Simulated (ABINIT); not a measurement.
Entries from a set of simulations; values are calculated unless marked as measured.

```cif
data_mos2
_symmetry_space_group_name_H-M 'P6_3/mmc'
_symmetry_Int_Tables_number 194
_cell_length_a 3.1690
_cell_length_b 3.1690
_cell_length_c 12.3240
_cell_angle_alpha 90.000
_cell_angle_beta 90.000
_cell_angle_gamma 120.000
_cell_volume 107.18
loop_
_atom_site_label
_atom_site_type_symbol
_atom_site_symmetry_multiplicity
_atom_site_Wyckoff_symbol
_atom_site_fract_x
_atom_site_fract_y
_atom_site_fract_z
_atom_site_occupancy
Mo1 Mo 2 c 0.33333 0.66667 0.25000 1
S1 S 4 f 0.33333 0.66667 0.62300 1
_calc_subject 'Beyond one shot: MoS2 (P6_3/mmc)'
_calc_method 'RPA screening on PBE from quasiparticle energies, plane waves, norm-conserving pseudopotentials (and 5 further levels or steps)'
_calc_program 'ABINIT 10.8.3'
_calc_settings 'cutoff 36 Ha, PseudoDojo scalar-relativistic 0.4.1 standard, norm-conserving, ngkpt (6, 6, 1), nband 156, ecuteps 4.8 Ha, gwcalctyp 10, inclvkb 2, shiftk (0, 0, 0), symchi 1, awtr 1, frequency ppm, cycle 2, q points all but q = 0, 6×6×1 k-mesh'
_calc_cost '12 runs, 29 min in all on 8 MPI ranks of Intel Xeon Platinum 8488C (Sapphire Rapids), shared host'
_calc_notes 'The database entry behind the starting cell differs from other determinations of this structure. The program’s warnings: nproc spkpt=  >= nkpt= * nsppol=. The cell and positions come from the Crystallography Open Database and are kept as given unless a step says otherwise. Limits: no spin-orbit coupling. The first cycle of evGW0 takes the full correction, without the factor Z, so it overshoots the one-shot value. The 6×6×1 mesh is coarse for this cell, which bears on the long-range parts of exchange and screening.'
_calc_g0w0 '1.189 eV'
_calc_evgw0_cycle_1 '1.269 eV'
_calc_evgw0_cycle_2 '1.216 eV'
_calc_evgw0_cycle_3 '1.224 eV'
_calc_evgw_cycle_1 '1.286 eV'
_calc_evgw_cycle_2 '1.285 eV'
_calc_known_limits 'short of the basis limit; no spin-orbit coupling; coarse k mesh'
```

[Long decimals in the printed logs are rounded to 6 places.]

[Logs are printed without paths, hosts, clocks, repeated set-up lines and the standing remarks that a program may print on its own settings, such as how far it seeks lower states.]

[Paths, hosts, dates, memory and timing lines, banners, echoed tables and standing remarks are left out of the program output; an Ansatz launch command may be rebuilt from the run's recorded settings. Measured values are a selection of at most five: reports struck by readers or far from the other reports are left out. None is set beside runs whose start may be inverted or whose files or cutoffs have a known fault.]

[Runs of the session that timed out or met a known fault of the program may be left out.]

[Hosts, paths, dates, database ids (printed as entryN), source tags and the programs' standing remarks are cut or masked in the printed files.]

[G0W0 gaps are taken among the corrected bands and points alone; a level outside them can change the order at an edge.]

[Where Ansatz stands beside ABINIT at settings called matched, ABINIT's density can come from a denser mesh and the files from another edition; pairs whose starting gaps differed by over 0.03 eV were left out, so agreement reads better than it is.]
